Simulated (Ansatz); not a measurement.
**CaO (Lime, Fm-3m): phonons and vibrational spectra**

Task: relax CaO (Lime, Fm-3m), then find its harmonic phonons.

Calculated with Ansatz 0.2.0; DFT PBE, scalar-relativistic, plane waves, PAW.

This is a report of a sequence of runs, with most program output left out.

## 1. Set-up

Symmetry: Fm-3m, No. 225, cubic system. The conventional cell has a = 4.813 Å, b = 4.813 Å, c = 4.813 Å, α = 90.00°, β = 90.00°, γ = 90.00°. Ca has 6 O at 2.41 Å nearest. Nearest to O lie 6 Ca at 2.41 Å. Farther neighbours and most contacts between anions are not listed.

## 2. Relaxation

Harmonic phonons are second derivatives at a point where the forces vanish, and they are wanted at zero stress, so atoms and cell are relaxed first.

The input, input.yaml:

```yaml
crystal:
  lattice:
    - [0.0, 2.4065, 2.4065]
    - [2.4065, 0.0, 2.4065]
    - [2.4065, 2.4065, 0.0]
  atoms:
    - { symbol: Ca, position: [0.0, 0.0, 0.0] }
    - { symbol: O, position: [0.5, 0.5, 0.5] }
kpoints:
  mp_grid: { grid: [8, 8, 8] }
hamiltonian:
  xc: pbe
scf:
  occupations: { method: gaussian, width: 0.02 }
output:
  forces: true
  stress: true
  eigenvalues: true
  write_density: true
  write_potential: true
  elf: true
  volumetric_format: npy
relax:
  adjacent_minimum: "off"
  f_tol: 0.005
  max_steps: 80
  cell: { stress_tol: 0.05 }
```

Launch:

```sh
$ ansatz run input.yaml --threads 4 --pin off --max-ram 7168MiB --backend cpu --events-out ev --progress --plain --runs-dir out
```

Wall time 1.3 s (4 threads of Arm Neoverse V1, shared host); peak memory 0.28 GiB.

Relaxation path:

```csv
step,energy less that of the first step (eV),largest force component (eV/Å),pressure (GPa),volume (Å³)
1,0.0000,0.0000,1.20,27.87
2,-0.0001,0.0000,-0.25,28.23
3,-0.0003,0.0000,0.00,28.17
4*,-0.0010,0.0000,0.05,28.17
```

Relaxation steps marked * repeat the geometry before them on a plane-wave basis chosen anew for their cell, so energy and pressure can jump there.

The run keeps the 48 symmetry operations that it works with, so distortions that break them were not tested.

```csv
"conventional cell, symmetrised",before,after,change
a (Å),4.813,4.830,+0.4 %
b (Å),4.813,4.830,+0.4 %
c (Å),4.813,4.830,+0.4 %
volume (Å³/atom),13.94,14.09,+1.1 %
```

The relaxed structure:

```xyz
2
Lattice="0.0000 2.4151 2.4151 2.4151 0.0000 2.4151 2.4151 2.4151 0.0000" Properties=species:S:1:pos:R:3 pbc="T T T"
Ca    0.0000    0.0000    0.0000
O     2.4151    2.4151    2.4151
```

This step gave:

```
pressure           : 0.04723 GPa
gap on the k-mesh  : 3.658 eV
volume per atom    : 14.09 Å³
direct gap on mesh : 4.034 eV
```

Electrostatic potential energy in the ac plane of the conventional cell at fractional y = 0.000, with atoms of Ca and O within 0.2 Å of it. With pseudopotentials it is smooth inside the atoms' cores, unlike the true potential.

Ten even steps from '_' (-53 eV) to '@' (11 eV), each cell a mean:
```
__::**@@@@##--::++@@@@%%==__
--++%%@@@@@@##**%%@@@@%%**==
##%%@@@@@@@@@@@@@@@@@@@@%%%%
@@@@@@@@@@@@@@@@@@@@@@@@@@@@
%%@@@@@@@@%%****##%%@@@@@@@@
==**@@@@%%++::..--##@@@@%%++
..==%%@@##--____..**@@@@**::
::++@@@@%%==____::**@@@@##--
**%%@@@@%%**==--++%%@@@@@@##
@@@@@@@@@@%%%%##%%@@@@@@@@@@
@@@@@@@@@@@@@@@@@@@@@@@@@@@@
**##%%@@@@@@@@%%@@@@@@@@%%**
..--##@@@@%%++==**@@@@%%++::
__..**@@@@**::..==%%@@##--__
```
Columns run along a (4.8 Å; values clipped at the 3rd and 97th percentile), rows up along c (4.8 Å), edges of the conventional cell, whose origin can differ from the input's. Atoms in or near the plane, at fractional coordinates: Ca at (0.00, 0.00), Ca at (0.50, 0.50), O at (0.50, 0.00), O at (0.00, 0.50).

Valence density in the ac plane of the conventional cell at fractional y = 0.000, with atoms of Ca and O within 0.2 Å of it. It is the smooth field of the valence electrons, not physical close to the nuclei.

Ten even steps from '_' (0.1 e/Å³) to '@' (6.8 e/Å³), each cell a mean:
```
%%++..____::**%%==..____--##
--::________::::..______..--
____________________________
____________________________
..__________....__________..
++::______::++**--______..==
@@++..____--%%@@**..____::%%
%%==..____--##%%++..____::**
::..______..----::________::
____________________________
____________________________
..__________....__________..
**--______..==++::______::++
@@**..____::%%@@++..____--%%
```
Columns run along a (4.8 Å), rows up along c (4.8 Å), edges of the conventional cell, whose origin can differ from the input's. Atoms in or near the plane, at fractional coordinates: Ca at (0.00, 0.00), Ca at (0.50, 0.50), O at (0.50, 0.00), O at (0.00, 0.50).

ELF in the ac plane of the conventional cell at fractional y = 0.000, with atoms of Ca and O within 0.2 Å of it. It is the smooth field of the valence electrons, not physical close to the nuclei.

Ten even steps from '_' (0.05) to '@' (0.85), each cell a mean:
```
@@@@**..++@@##**@@%%::--@@@@
@@%%--__==%%@@@@@@**....**@@
==::____::==++++++--____..--
::::..______......______..::
%%##++..__--**##++..__--**%%
%%@@##::::%%@@@@@@++..++@@@@
==%%%%::==@@@@@@@@##..++@@**
**@@%%::--@@@@@@@@**..++@@##
@@@@**....**@@@@%%--__==%%@@
++++--____..--==::____::==++
....______..::::::..______..
##++..__--**%%%%##++..__--**
@@@@++..++@@@@%%@@##::::%%@@
@@@@##..++@@**==%%%%::==@@@@
```
Columns run along a (4.8 Å), rows up along c (4.8 Å), edges of the conventional cell, whose origin can differ from the input's. Atoms in or near the plane, at fractional coordinates: Ca at (0.00, 0.00), Ca at (0.50, 0.50), O at (0.50, 0.00), O at (0.00, 0.50).

In this step the volume went from 13.94 to 14.09 Å³/atom.

## 3. Tight relaxation

Phonons need a cell at rest on their own settings, so the relaxation is repeated with tight tolerances on forces and stress on the k mesh and occupations of the first response run.

The input, input.yaml:

```yaml
crystal:
  lattice:
    - [0.0, 2.4150559801, 2.4150559801]
    - [2.4150559801, 0.0, 2.4150559801]
    - [2.4150559801, 2.4150559801, 0.0]
  atoms:
    - { symbol: Ca, position: [0.0, 0.0, 0.0] }
    - { symbol: O, position: [0.5, 0.5, 0.5] }
kpoints:
  mp_grid: { grid: [8, 8, 8] }
hamiltonian:
  xc: pbe
scf:
  occupations: { method: fixed }
output:
  forces: true
  stress: true
  eigenvalues: true
relax:
  adjacent_minimum: "off"
  f_tol: 0.001
  max_steps: 60
  cell: { stress_tol: 0.01 }
```

Run time: 0.95 s. Hardware: 4 threads; peak memory 0.28 GiB; 2.8 s of CPU time.

Little changed from the start: no atom moved by 0.005 Å and no cell edge by 0.1 %.

Numbers from this step:

```yaml
pressure: -0.007665 GPa
direct_gap_on_mesh: 4.035 eV
```

The forces vanish by symmetry and the pressure is -0.008 GPa, within the tolerances set. The cell now holds 14.09 Å³/atom.

## 4. Linear response at the zone centre

The zone centre comes first: it holds the modes that light can see, as far as symmetry allows. The response to a homogeneous field gives the Born charges and the dielectric tensor.

input.yaml, the sections that differ from step 3:

```yaml
crystal:
  lattice:
    - [0.0, 2.4154724062, 2.4154724062]
    - [2.4154724062, 0.0, 2.4154724062]
    - [2.4154724062, 2.4154724062, 0.0]
  atoms:
    - { symbol: Ca, position: [0.0, 0.0, 0.0] }
    - { symbol: O, position: [0.5, 0.5, 0.5] }
output:
  eigenvalues: true
phonons:
  method: dfpt
  dielectric: true
  rigid_motions: translations
# kpoints, hamiltonian, scf: as in step 3
# relax: removed
```

The job ended after 6.9 s (4 threads; peak memory 0.39 GiB).

This step gave:

- sum-rule residual before enforcement: 3.22e-5 eV/Å²
- miss of the charge sum rule: 0.001088 e
- estimated error of the dielectric tensor: 0.009182
- estimated error of the Born charges: 0.01124 e
- point group: m-3m
- highest optical mode at the zone centre (no LO-TO term): 255.3 cm⁻¹
- lowest optical zone-centre mode: 255.3 cm⁻¹
- mean high-frequency dielectric constant: 3.787
- largest Born charge (third of the trace): 2.352 e
- mean static dielectric constant: 16.74
- top of the zone-centre spectrum with the field: 536.8 cm⁻¹

Without the LO-TO term. Patterns of degenerate modes are one choice out of their space. Modes at Γ, with each element's share of the kinetic energy:

```csv
mode,frequency (cm⁻¹),symmetry,Ca %,O %
1,0.0,acoustic,71,29
2,0.0,acoustic,71,29
3,0.0,acoustic,71,29
4,255.3,T1u,29,71
5,255.3,T1u,29,71
6,255.3,T1u,29,71
```

Displacements in mode 5 (255.3 cm⁻¹), the largest set to 1:
```
Ca1  0.00  0.00 -0.40
O2   0.00  0.00  1.00
```

Optical modes at the zone centre, without and with the macroscopic field of the longitudinal modes; each column is sorted by frequency, so a row need not hold one and the same mode. Modes with and without the field, by row:

```csv
rank among optical modes,no field (cm⁻¹),"q along (1, 0, 0) (cm⁻¹)"
1,255.3,255.3
2,255.3,255.3
3,255.3,536.8
```

Born charge (rows field, columns displacement) (e), principal values of the symmetric part by kind of site:

```csv
atom,atoms with these values,low,middle,high,mean
Ca1,1,2.35,2.35,2.35,2.35
O2,1,-2.35,-2.35,-2.35,-2.35
```

In full for O2:

```
-2.35  0.00  0.00
 0.00 -2.35  0.00
 0.00  0.00 -2.35
```

High-frequency dielectric tensor:

```
3.79 0.00 0.00
0.00 3.79 0.00
0.00 0.00 3.79
```

Static dielectric tensor (ions relaxed, fixed cell):

```
16.74  0.00  0.00
 0.00 16.74  0.00
 0.00  0.00 16.74
```

Transverse modes. Infrared lines, with heights relative to the strongest:

```csv
position (cm⁻¹),label,relative intensity
255,T1u,100
```

Before it was imposed, the acoustic sum rule was missed by 3.2e-5 eV/Å² and the charge sum rule by 0.0011 e. Small misses are needed for a sound result but don't prove that mesh and cutoff are converged. The lowest optical mode is real, 255 cm⁻¹.

## 5. Phonons on a q mesh

Stability and thermal properties need the whole zone. Linear response on a 4×4×4 q mesh gives force constants as far as a supercell of that size would, and the tensors from the zone-centre run are typed in so that the long-range dipole term is interpolated apart.

input.yaml, the sections that differ from step 4:

```yaml
phonons:
  method: dfpt
  qmesh: [4, 4, 4]
  temperatures: { t_max: 1000, t_step: 50 }
  qpath:
    path:
      - [[0.0, 0.0, 0.0], [0.5, 0.0, 0.5], [0.625, 0.25, 0.625]]
      - [[0.375, 0.375, 0.75], [0.0, 0.0, 0.0], [0.5, 0.5, 0.5], [0.5, 0.25, 0.75], [0.5, 0.0, 0.5]]
    npoints: 10
  non_analytic_term:
    high_frequency_dielectric_tensor: [[3.7869, 0.0, 0.0], [0.0, 3.7869, 0.0], [0.0, 0.0, 3.7869]]
    born_effective_charges:
      - { species: Ca, tensor: [[2.3516, 0.0, 0.0], [0.0, 2.3516, 0.0], [0.0, 0.0, 2.3516]] }
      - { species: O, tensor: [[-2.3516, 0.0, 0.0], [0.0, -2.3516, 0.0], [0.0, 0.0, -2.3516]] }
    source: "zone-centre run at this cell"
# crystal, kpoints, hamiltonian, scf, output: as in step 4
```

Wall time 35 s (4 threads); peak memory 0.71 GiB; 2.2 min of CPU time.

This step gave:

```
sum-rule residual before enforcement                    : 2.24e-5 eV/Å²
lowest frequency on the path                            : 0 cm⁻¹
highest frequency on the path or at a solved wavevector : 536.8 cm⁻¹
mean frequency                                          : 277.7 cm⁻¹
Debye temperature (second moment)                       : 544 K
logarithmic mean frequency                              : 261.4 cm⁻¹
lowest mode on the q mesh (acoustic modes at Γ apart)   : 122.4 cm⁻¹
zero-point energy per atom                              : 51.65 meV
heat capacity at 300 K                                  : 21.35 J/(mol atoms K)
vibrational entropy at 300 K                            : 21.23 J/(mol atoms K)
```

Frequencies (cm⁻¹) solved at each irreducible wavevector; negative means imaginary. Frequencies by wavevector, by row:

```csv
q in reciprocal lattice units,star,mode 1,mode 2,mode 3,mode 4,mode 5,mode 6
0 0 0,1,0,0,0,255.3,255.3,255.3
0 0 0.25,8,122.4,122.4,225.8,274.3,274.3,513.8
0 0 -0.5,4,168,168,291.6,291.6,362.3,459.6
0 0.25 0.25,6,143.5,143.5,220.8,272.1,272.1,473.1
0 0.25 -0.5,24,184.4,214.4,287.1,292.8,320.2,416.8
0 0.25 -0.25,12,163.9,214.6,284.2,292.2,302.7,453
0 -0.5 -0.5,3,197.5,197.5,277.7,283.4,283.4,382.8
0.25 -0.5 -0.25,6,229.8,252.2,252.2,334.2,334.2,344.9
```

Interpolated from a 4×4×4 q mesh, with the LO-TO term (at Γ the limit along the path; where Γ stands inside the path, tables give the limit on arrival). Phonon branches along the path, in cm⁻¹:

```csv
point,branch 1,branch 2,branch 3,branch 4,branch 5,branch 6
Γ,0,0,0,255,255,537
halfway,144,144,221,272,272,473
X,198,198,278,283,283,383
halfway,197,219,274,285,310,376
U,194,262,264,289,357,362
jump to K,194,262,264,289,357,362
halfway,137,170,244,281,285,490
Γ,0,0,0,255,255,537
halfway,122,122,226,274,274,514
L,168,168,292,292,362,460
halfway,185,214,296,303,332,422
W,230,252,252,334,334,345
halfway,214,219,271,299,316,370
X,198,198,278,283,283,383
```

Tetrahedra on a 24×24×24 mesh, mean over bins of 5 cm-1. Interpolated from a 4×4×4 q mesh. Phonon density of states against wavenumber; read off at these points:

```csv
wavenumber (cm⁻¹),phonon density of states (1/cm⁻¹/cell)
20.0,5.0e-5
40.0,2.8e-4
60.0,7.3e-4
80.0,0.00148
100.0,0.00266
120.0,0.00464
140.0,0.00806
160.0,0.0152
180.0,0.0254
197.5,0.0273
200.0,0.0239
220.0,0.0138
240.0,0.0111
260.0,0.0117
280.0,0.0508
292.5,0.0877
300.0,0.0446
320.0,0.0142
340.0,0.00916
360.0,0.00253
380.0,0.00686
400.0,0.00654
420.0,0.00710
440.0,0.00768
460.0,0.00762
480.0,0.00532
500.0,0.00411
520.0,0.00286
```

The partial phonon density of states has structure finer than the step of the table below, so its rows give means over 20 cm⁻¹, whole bins alone (the curve runs from -10 to 562 cm⁻¹). Peaks (cm⁻¹: height): Ca 187.8: 0.0255, 274.2: 0.0224; O 292.2: 0.0606.

Phonopy on the run's constants, 21x21x21 mesh, Gaussian sigma 4.1 cm-1. Interpolated from a 4×4×4 q mesh. The partial phonon density of states by wavenumber; means over each step; values in 1/cm⁻¹/cell:

```csv
wavenumber (cm⁻¹),Ca,O
0,1.1e-5,5.4e-6
20,5.7e-5,2.1e-5
40,2.4e-4,8.6e-5
60,5.4e-4,1.8e-4
80,0.00116,3.7e-4
100,0.00209,5.5e-4
120,0.00393,8.4e-4
140,0.00721,0.00109
160,0.0148,0.00123
180,0.0241,0.00119
200,0.0216,0.00104
220,0.0133,6.6e-4
240,0.0100,7.4e-4
260,0.00992,0.00625
280,0.0183,0.0350
300,0.00835,0.0383
320,0.00347,0.0119
340,0.00361,0.00658
360,1.0e-3,0.00262
380,4.1e-4,0.00575
400,4.5e-4,0.00611
420,5.8e-4,0.00650
440,8.0e-4,0.00688
460,0.00102,0.00623
480,0.00110,0.00427
500,0.00100,0.00312
520,7.5e-4,0.00206
540,1.5e-4,3.8e-4
```

Second derivatives of the energy by pair, one row for each kind of neighbour of each atom listed. Each entry sums the pair over the periodic images of the supercell that the q mesh stands for, and in a polar crystal it holds the long-range dipole part too. Force constants by pair, by row:

```csv
atom,neighbour,distance (Å),third of the trace (eV/Å²),along the pair's line (eV/Å²)
Ca1,itself,0,8.371,–
Ca1,O,2.415,-0.8866,-0.5094
Ca1,Ca,3.416,-0.2147,-1.893
Ca1,O,4.184,0.0015,0.496
Ca1,Ca,4.831,-0.1713,-0.6605
Ca1,O,5.401,0.0543,0.3366
Ca1,Ca,5.917,-0.0388,-0.2248
Ca1,Ca,6.832,-0.0333,-0.2492
Ca1,O,7.246,0.0724,0.1614
O2,itself,0,6.691,–
O2,Ca,2.415,-0.8866,-0.5094
O2,O,3.416,-0.0685,-1.029
O2,Ca,4.184,0.0015,0.496
O2,O,4.831,-0.1978,-0.7311
O2,Ca,5.401,0.0543,0.3366
O2,O,5.917,-0.0293,-0.1883
O2,O,6.832,-0.0643,-0.2925
O2,Ca,7.246,0.0378,0.1375
```

Harmonic thermodynamic functions per atom, from the density of states. Interpolated from a 4×4×4 q mesh. Thermodynamic functions, by row:

```csv
T (K),F_vib (meV/atom),S (J/mol-atom/K),C_V (J/mol-atom/K)
0,51.65,0,0
50,51.59,0.519,1.774
100,50.58,3.807,8.752
200,41.76,13.2,17.94
300,23.76,21.23,21.35
400,-1.67,27.59,22.8
500,-33.03,32.77,23.54
600,-69.3,37.1,23.95
700,-109.7,40.81,24.21
800,-153.7,44.06,24.38
900,-200.9,46.94,24.49
1000,-250.9,49.52,24.58
```

Harmonic mean-square displacement, third of the trace. Interpolated from a 4×4×4 q mesh. Mean square displacements, by row:

```csv
T (K),Ca1 U_eq (Å²),O2 U_eq (Å²)
0,0.00208,0.00346
100,0.00253,0.00374
300,0.00532,0.0063
600,0.01016,0.01139
```

Symmetry leaves 8 wavevectors to solve. The lowest mode among them, the acoustic zeros apart, lies at q = (0, 0, 0.25) and is real, 122 cm⁻¹.

## 6. Finite displacements in a supercell

Finite displacements in a 2×2×2 supercell give force constants from forces alone. They are exact at the wavevectors that the supercell holds, where they check the linear-response result.

Changes to input.yaml since step 5:

```diff
@@ -17,4 +17,4 @@
 phonons:
-  method: dfpt
-  qmesh: [4, 4, 4]
+  method: fd
+  supercell: [2, 2, 2]
   temperatures: { t_max: 1000, t_step: 50 }
```

It took 11 s on 4 threads; peak memory 0.73 GiB.

Numbers from this step:

```yaml
atoms_in_the_supercell: 16
sum_rule_residual_before_enforcement: 9.04e-5 eV/Å²
```

Interpolated from a 2×2×2 supercell, rough between the solved points, with the LO-TO term (at Γ the limit along the path; where Γ stands inside the path, tables give the limit on arrival). The phonon branches at the labelled points (cm⁻¹):

```csv
point,branch 1,branch 2,branch 3,branch 4,branch 5,branch 6
Γ,0,0,0,255,255,537
halfway,156,156,213,283,283,474
X,198,198,278,283,283,383
halfway,194,219,276,284,299,376
U,186,261,271,284,339,360
jump to K,186,261,271,284,339,360
halfway,136,183,244,266,299,487
Γ,0,0,0,255,255,537
halfway,127,127,231,270,270,512
L,168,168,292,292,362,460
halfway,180,215,289,305,334,410
W,221,256,256,307,337,337
halfway,210,220,275,295,300,370
X,198,198,278,283,283,383
```

The phonon density of states has structure finer than the step of the table below, so its rows give means over 20 cm⁻¹, whole bins alone (the curve runs from 2.5 to 538 cm⁻¹). Peaks (cm⁻¹: height): 172.5: 0.0286, 287.5: 0.112.

Tetrahedra on a 22×22×22 mesh, mean over bins of 5 cm-1. Interpolated from a 2×2×2 supercell, rough between the solved points. Phonon density of states against wavenumber; means over each step:

```csv
wavenumber (cm⁻¹),phonon density of states (1/cm⁻¹/cell)
20,5.1e-5
40,2.6e-4
60,6.4e-4
80,0.00126
100,0.00226
120,0.00402
140,0.00750
160,0.0175
180,0.0271
200,0.0212
220,0.0132
240,0.0114
260,0.0168
280,0.0618
300,0.0392
320,0.0144
340,0.0108
360,0.00478
380,0.00719
400,0.00659
420,0.00662
440,0.00691
460,0.00661
480,0.00501
500,0.00390
520,0.00258
```

At Γ the two methods differ by at most 0.0 cm⁻¹.

## 7. Results

```yaml
space_group_after_relaxation_within_0p01_a: Fm-3m
volume_per_atom: 14.1 Å³
gap_on_the_k_mesh: 3.66 eV
highest_optical_mode_at_the_zone_centre_no_lo_to_term: 255 cm⁻¹
top_of_the_zone_centre_spectrum_with_the_field: 537 cm⁻¹
lowest_optical_zone_centre_mode: 255 cm⁻¹
mean_high_frequency_dielectric_constant: 3.79
mean_static_dielectric_constant: 16.7
largest_born_charge_third_of_the_trace: 2.35 e
lowest_mode_on_the_q_mesh_acoustic_modes_at_gamma_apart: 122 cm⁻¹
highest_frequency_on_the_path_or_at_a_solved_wavevector: 537 cm⁻¹
zero_point_energy_per_atom: 51.6 meV
heat_capacity_at_300_k: 21.3 J/(mol atoms K)
vibrational_entropy_at_300_k: 21.2 J/(mol atoms K)
debye_temperature_second_moment: 544 K
imaginary_modes_on_the_4x4x4_q_mesh: none
```

The structure is a minimum as far as tested: no mode is imaginary at the 8 irreducible wavevectors of the 4×4×4 mesh, and the softest away from the acoustic zeros lies at 122 cm⁻¹. Without the field, the optical modes at Γ form one degenerate level at 255 cm⁻¹. The highest mode in this list at Γ, 255.3 cm⁻¹, is mostly motion of O (71 % of the kinetic energy). With the macroscopic field of the longitudinal modes the top of the zone-centre spectrum lies at 537 cm⁻¹, against 255 cm⁻¹ without it. Lattice motion raises the mean dielectric constant from 3.787 to 16.74. The strongest infrared line is at 255 cm⁻¹. Finite displacements and linear response differ by 0.0 cm⁻¹ in the highest zone-centre mode. These are harmonic frequencies at zero temperature: anharmonic shifts, linewidths and thermal expansion are left out.

[Logs are printed without paths, hosts, clocks, repeated set-up lines and the standing remarks that a program may print on its own settings, such as how far it seeks lower states.]

[Hosts, paths, dates, database ids (printed as entryN), source tags and the programs' standing remarks are cut or masked in the printed files.]
